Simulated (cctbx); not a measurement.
**Reading a Patterson map**

Space group P4/mmm (no. 123), a = 3.8080 Å, b = 3.8080 Å, c = 6.9620 Å, α = 90.00°, β = 90.00°, γ = 90.00°, content Cd1 Pd1 Rh4 P1.

Simulated single-crystal data (cctbx): synchrotron X-rays, λ = 0.4959 Å, to d = 0.77 Å, 80 % of the full sphere, strongest reflection 70000 counts, noise from counting, a 3 % proportional error and a noise floor of 8 counts (s.d.); no absorption.

Patterson synthesis, origin scaled to 1000:

```text
Patterson group P 4/m m m
      u       v       w   height  length (A)
  0.000   0.000   0.000   1000.0     0.00
  0.500   0.500   0.000    981.8     2.69
  0.000   0.500   0.298    658.2     2.82
  0.500   0.500   0.404    331.2     3.90
  0.000   0.000   0.404    330.0     2.81
  0.000   0.500   0.000      7.8     1.90
  0.141   0.141   0.115      1.2     1.10
  0.359   0.359   0.115      0.9     2.09
  0.000   0.287   0.057      0.2     1.16
  0.213   0.500   0.057     -0.2     2.11
  0.249   0.415   0.355     -2.0     3.08
  0.085   0.251   0.354     -2.0     2.67
  0.000   0.200   0.244     -2.7     1.86
  0.300   0.500   0.244     -3.3     2.80
```

Q: Assign the vectors.

A peak at u stands for all pairs with xi − xj = u, with weight Σ ZiZj against Σ Z² = 12745 at the origin. Peak heights follow these weights only roughly, since form factors, motion and series ripples differ, all vectors within 0.55 Å of a peak are counted as merged into it though the farther ones add only part of their weight, and F(000) is left out, which lowers the whole map:

| u | v | w | shortest length (Å) | height | 1000 ΣZiZj/ΣZ² | pairs in the cell |
| --- | --- | --- | --- | --- | --- | --- |
| 0.500 | 0.500 | 0.000 | 2.69 | 982 | 982 | 4 × Rh–Rh, 2 × Cd–Pd |
| 0.000 | 0.500 | 0.298 | 2.82 | 658 | 664 | 2 × Cd–Rh, 2 × Pd–Rh |
| 0.500 | 0.500 | 0.404 | 3.89 | 331 | 318 | 2 × Rh–Rh |
| 0.000 | 0.000 | 0.404 | 2.81 | 330 | 318 | 2 × Rh–Rh |

The table stops at ten peaks or at a height of 45, below which ripples compete. In the model behind the data Cd, the heaviest element, has 1 independent site: (1/2, 1/2, 0), up to an allowed shift of origin. No listed peak is a Cd–Cd vector, so the position follows from the cell content and the cross vectors. Elements of similar Z can't be told apart from the map alone. The whole model:

```csv
atom,mult.,x,y,z,Ueq (Å²)
Cd1,1,1/2,1/2,0,0.0180
Pd1,1,0,0,0,0.0112
Rh1,4,0,1/2,0.2992,0.0131
P1,1,0,0,1/2,0.0154
```

The model is made up (kin elements in a known structure type, no relaxation), so it says nothing on whether the phase exists.

[Logs are printed without paths, hosts, clocks, repeated set-up lines and the standing remarks that a program may print on its own settings, such as how far it seeks lower states.]
